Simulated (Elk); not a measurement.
**AlFe: cost and accuracy of the functional**

How far do the magnetic results of AlFe hang on the functional?

Program: Elk 11.2.3 (patched build). Level of theory: several functionals; all-electron APW+lo, Dirac cores, scalar-relativistic bands. Results are calculated unless marked as measured.

## Step 1: The structure

It takes space group Pm-3m (No. 221, cubic). Conventional cell: a = 2.910 Å, b = 2.910 Å, c = 2.910 Å, α = 90.00°, β = 90.00°, γ = 90.00°. Nearest to Al lie 8 Fe at 2.52 Å. Nearest to Fe lie 8 Al at 2.52 Å. Farther neighbours are not listed.

## Step 2: Set 1 (LDA (Perdew-Wang)), start ferro +

Each set takes another functional on the same cell and mesh.

Moments are seeded by fields in the spheres (the last three columns under atoms), set against the wanted direction and reduced each loop.

File elk.in:

```
tasks
  0

xctype
  3

rgkmax
  7.0

nempty
  12

swidth
  0.005

reducebf
  0.5

epsengy
  1e-05

maxscl
  100

lmaxi
  3

spinpol
  .true.

sppath
  './'

avec
  5.49910302266 0.00000000000 0.00000000000
  0.00000000000 5.49910302266 0.00000000000
  0.00000000000 0.00000000000 5.49910302266

atoms
  2
  'Al.in'
  1
  0.0000000000 0.0000000000 0.0000000000   0.000000 0.000000 0.000000
  'Fe.in'
  1
  0.5000000000 0.5000000000 0.5000000000   0.000000 0.000000 -0.084000

ngridk
  8 8 8
```

The run is started by

```
$ OMP_NUM_THREADS=2 elk
```

Numbers of over 12 decimals in the logs are rounded to 6 here.

The program printed:

```text
Warning(gndstate): core states of species 1 leak from the muffin-tin :   0.5100092536E-03

--- INFO.OUT ---
┌─────────────────────────┐
│ Elk code version 11.2.3 │
└─────────────────────────┘

All units are atomic (Hartree, Bohr, etc.)

┌─────────────────────────────────────────────────┐
│ Ground-state run starting from atomic densities │
└─────────────────────────────────────────────────┘

Lattice vectors :
   5.499103023       0.000000000       0.000000000
   0.000000000       5.499103023       0.000000000
   0.000000000       0.000000000       5.499103023

Species : 1 (Al)
 parameters loaded from : Al.in
 name : aluminium
 nuclear charge    :   -13.00000000
 electronic charge :    13.00000000
 atomic mass :    49184.33496
 muffin-tin radius :    2.200000000
 number of radial points in muffin-tin :    397
 inner part over the whole radius :   0.9634586160E-02
 number on inner part of muffin-tin    :    276
 approximate nuclear radius :   0.5839653600E-04
 number of mesh points to nuclear radius :    122
 atomic positions (lattice), magnetic fields (Cartesian) :
  1 :   0.00000000  0.00000000  0.00000000    0.00000000  0.00000000  0.00000000

Species : 2 (Fe)
 parameters loaded from : Fe.in
 name : iron
 nuclear charge    :   -26.00000000
 electronic charge :    26.00000000
 atomic mass :    101799.2075
 muffin-tin radius :    2.400000000
 number of radial points in muffin-tin :    497
 inner part over the whole radius :   0.9741561398E-02
 number on inner part of muffin-tin    :    350
 approximate nuclear radius :   0.7160107270E-04
 number of mesh points to nuclear radius :    166
 atomic positions (lattice), magnetic fields (Cartesian) :
  1 :   0.50000000  0.50000000  0.50000000    0.00000000  0.00000000 -0.08400000

Total number of atoms per unit cell :    2
Total muffin-tin volume :    102.5080739
 ratio of muffin-tin to unit cell volume :   0.6164282097

Spin treatment :
 spin-polarised
 global magnetic field (Cartesian) :    0.000000000       0.000000000       0.000000000
 collinear magnetisation in z-direction

Number of Bravais lattice symmetries :   48
Number of crystal symmetries         :   48
Crystal has inversion symmetry
Real symmetric eigensolver will be used

k-point grid :      8     8     8
k-point offset :    0.000000000       0.000000000       0.000000000
k-point set is reduced with full crystal symmetry group
Total number of k-points :       35

Muffin-tin radius times maximum |G+k| :    7.000000000
 using average radius
Maximum |G+k| for APW functions       :    3.043478261
Maximum (1/2)|G+k|²                   :    4.631379962
Maximum |G| for potential and density :    12.00000000
Constant for pseudocharge density :    7
 order of it for each species :   14  14
 order of it for pair densities of each species (exact exchange by exxq0 0: 14) :    8  11
Radial integration step length :    1

G-vector grid sizes :     24    24    24
Number of G-vectors :     4945

Maximum angular momentum used for
 APW functions            :    8
 outer part of muffin-tin :    6
 inner part of muffin-tin :    3

Number of empty states         :     24
Total number of valence states :     74
Total number of core states    :     14

Third-order local-orbitals added for an l without core states : T
Total number of local-orbitals :     33

Exchange-correlation functional :      3     0     0
 Perdew-Wang/Ceperley-Alder, Phys. Rev. B 45, 13244 (1992)
 gradient requirement :    0
 local density approximation (LDA)

Smearing type :    3
 Fermi-Dirac
Smearing width :   0.5000000000E-02
Effective electronic temperature (K) :    1578.875124

Mixing type :    3
 Broyden mixing, J. Phys. A: Math. Gen. 17, L317 (1984)

Kohn-Sham potential initialised from atomic data

┌──────────────────────────────┐
│ Self-consistent loop started │
└──────────────────────────────┘

┌─────────────────┐
│ Loop number : 1 │
└─────────────────┘

Energies :
 Fermi                       :     0.215482
 sum of occupied eigenvalues :     -865.72381447609
 electron kinetic            :      1529.4057024742
 core electron kinetic       :      1325.6135047294
 Coulomb                     :     -2970.5759083461
 Coulomb potential           :     -2295.9090144649
 nuclear-nuclear             :     -267.28223373280
 electron-nuclear            :     -3119.8568549806
 Hartree                     :      416.56318036731
 Madelung                    :     -1822.6214011136
 xc potential                :     -99.122659059879
 xc effective B-field        :    -0.68880773287605E-01
 external B-field            :      0.000000
 exchange                    :     -68.315863875121
 correlation                 :     -3.225095
 electron entropic           :    -0.58981223413098E-02
 total energy                :     -1512.7170625479
 (external B-field energy excluded from total)

Density of states at Fermi energy :    74.92102403
 (states/Hartree/unit cell)

Estimated indirect band gap :   0.1322045611E-02
 from k-point 31 to k-point 22
Estimated direct band gap   :   0.2289058945E-02
 at k-point 23

Charges :
 core                        :    14.00000000
 valence                     :    25.00000000
 interstitial                :    2.244995495
 muffin-tins (core leakage)
  species : 1 (Al)
   atom 1                    :    11.30082151     (  0.5493683112E-03)
  species : 2 (Fe)
   atom 1                    :    25.45418299     ( -0.3613843495E-05)
 total in muffin-tins        :    36.75500451
 total calculated charge     :    38.99952457
 total charge                :    39.00000000
 error                       :   0.4754325930E-03

Moments :
 interstitial                :  -0.6235202988E-01
 muffin-tins
  species : 1 (Al)
   atom 1                    :  -0.6687467025E-01
  species : 2 (Fe)
   atom 1                    :    1.937578713
 total in muffin-tins        :    1.870704043
 total moment                :    1.808352013

[... earlier loops left out ...]

┌──────────────────┐
│ Loop number : 18 │
└──────────────────┘

Energies :
 Fermi                       :     0.299369
 sum of occupied eigenvalues :     -862.93148519385
 electron kinetic            :      1529.1399897989
 core electron kinetic       :      1325.9455343401
 Coulomb                     :     -2970.2480320492
 Coulomb potential           :     -2297.5940920092
 nuclear-nuclear             :     -267.28223373280
 electron-nuclear            :     -3117.4819128498
 Hartree                     :      414.51611453342
 Madelung                    :     -1821.4509860446
 xc potential                :     -94.468234733604
 xc effective B-field        :    -0.91483531478244E-02
 external B-field            :      0.000000
 exchange                    :     -68.189184946362
 correlation                 :     -3.226201
 electron entropic           :    -0.53407570249261E-02
 total energy                :     -1512.5287685261
 (external B-field energy excluded from total)

Density of states at Fermi energy :    64.64839674
 (states/Hartree/unit cell)

Estimated indirect band gap :   0.9710330208E-03
 from k-point 11 to k-point 12
Estimated direct band gap   :   0.5242481188E-02
 at k-point 16

Charges :
 core                        :    14.00000000
 valence                     :    25.00000000
 interstitial                :    2.308764862
 muffin-tins (core leakage)
  species : 1 (Al)
   atom 1                    :    11.38754544     (  0.5100092536E-03)
  species : 2 (Fe)
   atom 1                    :    25.30368970     ( -0.3613843651E-05)
 total in muffin-tins        :    36.69123514
 total calculated charge     :    38.99955184
 total charge                :    39.00000000
 error                       :   0.4481623932E-03

Moments :
 interstitial                :  -0.9388534068E-02
 muffin-tins
  species : 1 (Al)
   atom 1                    :  -0.2376177220E-01
  species : 2 (Fe)
   atom 1                    :   0.7103572930
 total in muffin-tins        :   0.6865955208
 total moment                :   0.6772069867

┌──────────────────────────────┐
│ Self-consistent loop stopped │
└──────────────────────────────┘

Warning : core states of species 1 leak from the muffin-tin :   0.5100092536E-03

Wrote STATE.OUT
```

Wall time 23 s (2 threads of Arm Neoverse V2, shared host); peak memory 0.08 GiB.

This step gave:

| Property | Result |
| --- | --- |
| magnetization | 0.6772 μB |
| final state | ferromagnetic |
| largest moment | 0.7104 μB |

After 18 cycles the largest moment stands at 0.710 μB.

## Step 3: Set 1 (LDA (Perdew-Wang)), start antiferro q=(1/2,1/2,1/2) +-

The second start gives the energy difference between the two end states, the quantity that is followed from set to set. Its q is in fractions of the reciprocal vectors of the first run's cell.

File elk.in:

```
tasks
  0

xctype
  3

rgkmax
  7.0

nempty
  12

swidth
  0.005

reducebf
  0.5

epsengy
  1e-05

maxscl
  100

lmaxi
  3

spinpol
  .true.

sppath
  './'

avec
  10.99820604532 0.00000000000 0.00000000000
  5.49910302266 5.49910302266 0.00000000000
  5.49910302266 0.00000000000 5.49910302266

atoms
  2
  'Al.in'
  2
  0.0000000000 0.0000000000 0.0000000000   0.000000 0.000000 0.000000
  0.5000000000 0.0000000000 0.0000000000   0.000000 0.000000 0.000000
  'Fe.in'
  2
  0.7500000000 0.5000000000 0.5000000000   0.000000 0.000000 -0.084000
  0.2500000000 0.5000000000 0.5000000000   0.000000 0.000000 0.084000

ngridk
  4 8 8
```

The run is started by

```
$ OMP_NUM_THREADS=2 elk
```

The program printed:

```text
Info(gndstate): no moment of its own; a second start begins; STATE.OUT holds the state before
Info(gndstate): the second start gave no lower state; one of another order, or behind a
 stronger field, isn't excluded
Warning(gndstate): core states of species 1 leak from the muffin-tin :   0.5099606964E-03

--- INFO.OUT ---
┌─────────────────────────┐
│ Elk code version 11.2.3 │
└─────────────────────────┘

All units are atomic (Hartree, Bohr, etc.)

┌─────────────────────────────────────────────────┐
│ Ground-state run starting from atomic densities │
└─────────────────────────────────────────────────┘

Lattice vectors :
   10.99820605       0.000000000       0.000000000
   5.499103023       5.499103023       0.000000000
   5.499103023       0.000000000       5.499103023

Species : 1 (Al)
 muffin-tin radius :    2.200000000
 atomic positions (lattice), magnetic fields (Cartesian) :
  1 :   0.00000000  0.00000000  0.00000000    0.00000000  0.00000000  0.00000000
  2 :   0.50000000  0.00000000  0.00000000    0.00000000  0.00000000  0.00000000

Species : 2 (Fe)
 muffin-tin radius :    2.400000000
 atomic positions (lattice), magnetic fields (Cartesian) :
  1 :  -0.25000000  0.50000000  0.50000000    0.00000000  0.00000000 -0.08400000
  2 :   0.25000000  0.50000000  0.50000000    0.00000000  0.00000000  0.08400000

Total number of atoms per unit cell :    4
Total muffin-tin volume :    205.0161478
 ratio of muffin-tin to unit cell volume :   0.6164282097

Spin treatment :
 spin-polarised
 global magnetic field (Cartesian) :    0.000000000       0.000000000       0.000000000
 collinear magnetisation in z-direction

Number of Bravais lattice symmetries :   48
Number of crystal symmetries         :   96
Crystal has inversion symmetry
[...]
nuclear-nuclear             :     -534.56446746561
 electron-nuclear            :     -6234.9324974660
 Hartree                     :      829.01959947991
 Madelung                    :     -3642.8849659896
 xc potential                :     -188.94121386546
 xc effective B-field        :    -0.54869772644518E-10
 external B-field            :      0.000000
 exchange                    :     -136.36698186254
 correlation                 :     -6.453885
 electron entropic           :    -0.13224101560678E-01
 total energy                :     -3025.0564064399
 (external B-field energy excluded from total)

Density of states at Fermi energy :    164.1728708
 (states/Hartree/unit cell)

Estimated indirect band gap :   0.6520546675E-03
 from k-point 5 to k-point 5
Estimated direct band gap   :   0.6520546675E-03
 at k-point 5

Charges :
 core                        :    28.00000000
 valence                     :    50.00000000
 interstitial                :    4.615201856
 muffin-tins (core leakage)
  species : 1 (Al)
   atom 1                    :    11.38712020     (  0.5099606964E-03)
   atom 2                    :    11.38712020     (  0.5099606964E-03)
  species : 2 (Fe)
   atom 1                    :    25.30527888     ( -0.3613843340E-05)
   atom 2                    :    25.30527888     ( -0.3613843340E-05)
 total in muffin-tins        :    73.38479814
 total calculated charge     :    77.99864712
 total charge                :    78.00000000
 error                       :   0.1352877056E-02

Moments :
 interstitial                :   0.5428927264E-22
 muffin-tins
  species : 1 (Al)
   atom 1                    :   0.5387608297E-27
   atom 2                    :  -0.5387608297E-27
  species : 2 (Fe)
   atom 1                    :  -0.4038716755E-04
   atom 2                    :   0.4038716755E-04
 total in muffin-tins        :    0.000000000
 total moment                :   0.5428927264E-22

┌──────────────────────────────┐
│ Self-consistent loop stopped │
└──────────────────────────────┘

Warning : core states of species 1 leak from the muffin-tin :   0.5099606964E-03

Wrote STATE.OUT
```

Wall time 2.4 min (2 threads); peak memory 0.15 GiB; 4.6 min of CPU time.

The moments died away, and this build then starts once more from a stronger push, within the same count of loops. That gave no lower state.

The spin moment in the muffin-tin sphere vanishes on all atoms.

Numbers from this step:

```
final state : non-magnetic
```

This start lies +15.4 meV a seeded atom from the first; its moments have collapsed.

## Step 4: Set 2 (PBE), start ferro +

File elk.in:

```
tasks
  0

xctype
  20

rgkmax
  7.0

nempty
  12

swidth
  0.005

reducebf
  0.5

epsengy
  1e-05

maxscl
  100

lmaxi
  3

spinpol
  .true.

sppath
  './'

avec
  5.49910302266 0.00000000000 0.00000000000
  0.00000000000 5.49910302266 0.00000000000
  0.00000000000 0.00000000000 5.49910302266

atoms
  2
  'Al.in'
  1
  0.0000000000 0.0000000000 0.0000000000   0.000000 0.000000 0.000000
  'Fe.in'
  1
  0.5000000000 0.5000000000 0.5000000000   0.000000 0.000000 -0.084000

ngridk
  8 8 8
```

The run is started by

```
$ OMP_NUM_THREADS=2 elk
```

The program printed:

```text
Warning(gndstate): core states of species 1 leak from the muffin-tin :   0.4823538239E-03

--- INFO.OUT ---
┌─────────────────────────┐
│ Elk code version 11.2.3 │
└─────────────────────────┘

All units are atomic (Hartree, Bohr, etc.)

┌─────────────────────────────────────────────────┐
│ Ground-state run starting from atomic densities │
└─────────────────────────────────────────────────┘

Lattice vectors :
   5.499103023       0.000000000       0.000000000
   0.000000000       5.499103023       0.000000000
[...]
total calculated charge     :    38.99957540
 total charge                :    39.00000000
 error                       :   0.4246009971E-03

Moments :
 interstitial                :  -0.1623715060E-01
 muffin-tins
  species : 1 (Al)
   atom 1                    :  -0.3156174728E-01
  species : 2 (Fe)
   atom 1                    :   0.7717069920
 total in muffin-tins        :   0.7401452447
 total moment                :   0.7239080941

┌──────────────────────────────┐
│ Self-consistent loop stopped │
└──────────────────────────────┘

Warning : core states of species 1 leak from the muffin-tin :   0.4823538239E-03

Wrote STATE.OUT

[key lines of the parts left out:]
total energy                :     -1515.6488514145
```

The job ended after 46 s (2 threads; peak memory 0.13 GiB).

Read from the output:

| Item | Value |
| --- | --- |
| magnetization | 0.7239 μB |
| final state | ferromagnetic |
| largest moment | 0.7717 μB |

The largest moment moves by +0.06 μB from set 1, at 2.0 times its CPU time.

## Step 5: Set 2 (PBE), start antiferro q=(1/2,1/2,1/2) +-

File elk.in:

```
tasks
  0

xctype
  20

rgkmax
  7.0

nempty
  12

swidth
  0.005

reducebf
  0.5

epsengy
  1e-05

maxscl
  100

lmaxi
  3

spinpol
  .true.

sppath
  './'

avec
  10.99820604532 0.00000000000 0.00000000000
  5.49910302266 5.49910302266 0.00000000000
  5.49910302266 0.00000000000 5.49910302266

atoms
  2
  'Al.in'
  2
  0.0000000000 0.0000000000 0.0000000000   0.000000 0.000000 0.000000
  0.5000000000 0.0000000000 0.0000000000   0.000000 0.000000 0.000000
  'Fe.in'
  2
  0.7500000000 0.5000000000 0.5000000000   0.000000 0.000000 -0.084000
  0.2500000000 0.5000000000 0.5000000000   0.000000 0.000000 0.084000

ngridk
  4 8 8
```

The run is started by

```
$ OMP_NUM_THREADS=2 elk
```

The program printed:

```text
Info(gndstate): no moment of its own; a second start begins; STATE.OUT holds the state before
Info(gndstate): the second start gave no lower state; one of another order, or behind a
 stronger field, isn't excluded
Warning(gndstate): core states of species 1 leak from the muffin-tin :   0.4823088226E-03

--- INFO.OUT ---
┌─────────────────────────┐
│ Elk code version 11.2.3 │
└─────────────────────────┘

All units are atomic (Hartree, Bohr, etc.)

┌─────────────────────────────────────────────────┐
[...]
error                       :   0.1297905256E-02

Moments :
 interstitial                :  -0.4958864859E-21
 muffin-tins
  species : 1 (Al)
   atom 1                    :   0.3038335436E-26
   atom 2                    :  -0.3038335436E-26
  species : 2 (Fe)
   atom 1                    :   0.2674377790E-03
   atom 2                    :  -0.2674377790E-03
 total in muffin-tins        :    0.000000000
 total moment                :  -0.4958864859E-21

┌──────────────────────────────┐
│ Self-consistent loop stopped │
└──────────────────────────────┘

Warning : core states of species 1 leak from the muffin-tin :   0.4823088226E-03

Wrote STATE.OUT

[key lines of the parts left out:]
total energy                :     -3031.2956981094
```

Wall time 5 min (2 threads); peak memory 0.27 GiB.

The moments died away, and this build then starts once more from a stronger push, within the same count of loops. That gave no lower state.

This step gave:

| Item | Value |
| --- | --- |
| final state | non-magnetic |

This start lies +27.3 meV a seeded atom from the first, a change of +11.9 meV since set 1; its moments have collapsed.

## Step 6: Set 3 (PBEsol), start ferro +

File elk.in:

```
tasks
  0

xctype
  22

rgkmax
  7.0

nempty
  12

swidth
  0.005

reducebf
  0.5

epsengy
  1e-05

maxscl
  100

lmaxi
  3

spinpol
  .true.

sppath
  './'

avec
  5.49910302266 0.00000000000 0.00000000000
  0.00000000000 5.49910302266 0.00000000000
  0.00000000000 0.00000000000 5.49910302266

atoms
  2
  'Al.in'
  1
  0.0000000000 0.0000000000 0.0000000000   0.000000 0.000000 0.000000
  'Fe.in'
  1
  0.5000000000 0.5000000000 0.5000000000   0.000000 0.000000 -0.084000

ngridk
  8 8 8
```

The run is started by

```
$ OMP_NUM_THREADS=2 elk
```

The program printed:

```text
Warning(gndstate): core states of species 1 leak from the muffin-tin :   0.4937878584E-03

--- INFO.OUT ---
┌─────────────────────────┐
│ Elk code version 11.2.3 │
└─────────────────────────┘

All units are atomic (Hartree, Bohr, etc.)

┌─────────────────────────────────────────────────┐
│ Ground-state run starting from atomic densities │
└─────────────────────────────────────────────────┘

Lattice vectors :
   5.499103023       0.000000000       0.000000000
   0.000000000       5.499103023       0.000000000
[...]
total calculated charge     :    38.99956428
 total charge                :    39.00000000
 error                       :   0.4357188820E-03

Moments :
 interstitial                :  -0.1539040502E-01
 muffin-tins
  species : 1 (Al)
   atom 1                    :  -0.3003053013E-01
  species : 2 (Fe)
   atom 1                    :   0.7662055880
 total in muffin-tins        :   0.7361750579
 total moment                :   0.7207846528

┌──────────────────────────────┐
│ Self-consistent loop stopped │
└──────────────────────────────┘

Warning : core states of species 1 leak from the muffin-tin :   0.4937878584E-03

Wrote STATE.OUT

[key lines of the parts left out:]
total energy                :     -1514.0115922305
```

Run time: 44 s. Hardware: 2 threads; peak memory 0.13 GiB.

Numbers from this step:

| Property | Result |
| --- | --- |
| magnetization | 0.7208 μB |
| final state | ferromagnetic |
| largest moment | 0.7662 μB |

The largest moment moves by -0.01 μB from set 2, at 0.96 times its CPU time.

[end of part 1 of 2]

[Logs and program files are shortened in this print: banners, set-up blocks, solver, clock and traceback lines can be left out without a mark of their own.]

[Logs are printed without paths, hosts, clocks, repeated set-up lines and the standing remarks that a program may print on its own settings, such as how far it seeks lower states.]

[Hosts, paths, dates, database ids (printed as entryN), source tags and the programs' standing remarks are cut or masked in the printed files.]

[Where a cell is said to come from a database of computed structures, the database is the Materials Project.]
